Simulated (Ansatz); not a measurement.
Planning a run of Ansatz 0.2.0 on NaI (Fm-3m). The input:

```yaml
crystal:
  lattice:
    - [0.0, 3.2364, 3.2364]
    - [3.2364, 0.0, 3.2364]
    - [3.2364, 3.2364, 0.0]
  atoms:
    - { symbol: Na, position: [0.0, 0.0, 0.0] }
    - { symbol: I, position: [0.5, 0.5, 0.5] }
kpoints:
  mp_grid: { grid: [6, 6, 6] }
hamiltonian:
  xc: { exchange: pbe, correlation: pbe, exx: { coeff: 0.3 } }
  pseudopotentials: { kind: paw, azcp: { folder: soft_1 } }
scf:
  occupations: { method: fixed }
gw:
  n_empty_bands: 282
  ecut_chi: 150.0
  qp_bands: [v2, c2]
  qp_kpoints: band_edges
  screening: { model: contour_deformation }
```

```sh
ansatz run input.yaml --threads 2 --pin off --max-ram 73728MiB --backend cuda --events-out ev --progress --plain --runs-dir out --devices 1 --max-vram 13GiB
```

Q: Estimate wall time and host memory on 1 × NVIDIA H100 80GB HBM3 (shared by 6 runs) with 2 threads of AMD EPYC 7R13 (Zen 3), shared host.

It took 52 s; on shared hardware allow 26 s to 1.7 min. Peak host memory was 1.6 GiB. The sizes that set the cost: 1363 plane waves a state, 16 irreducible k points, 295 bands summed, 283 plane waves in the screening and 12 SCF cycles.

The screening grows as filled bands × empty bands × pairs of k points, times the square of the screening basis for the matrix.

[Paths, hosts, dates, memory and timing lines, banners, echoed tables and standing remarks are left out of the program output.]

[Logs are printed without paths, hosts, clocks, repeated set-up lines and the standing remarks that a program may print on its own settings, such as how far it seeks lower states.]

[Runs of the session that timed out or met a known fault of the program may be left out.]

[Cells called generated may have been cut or substituted from an entry of the Crystallography Open Database or the Materials Project.]

[Hosts, paths, dates, database ids (printed as entryN), source tags and the programs' standing remarks are cut or masked in the printed files.]
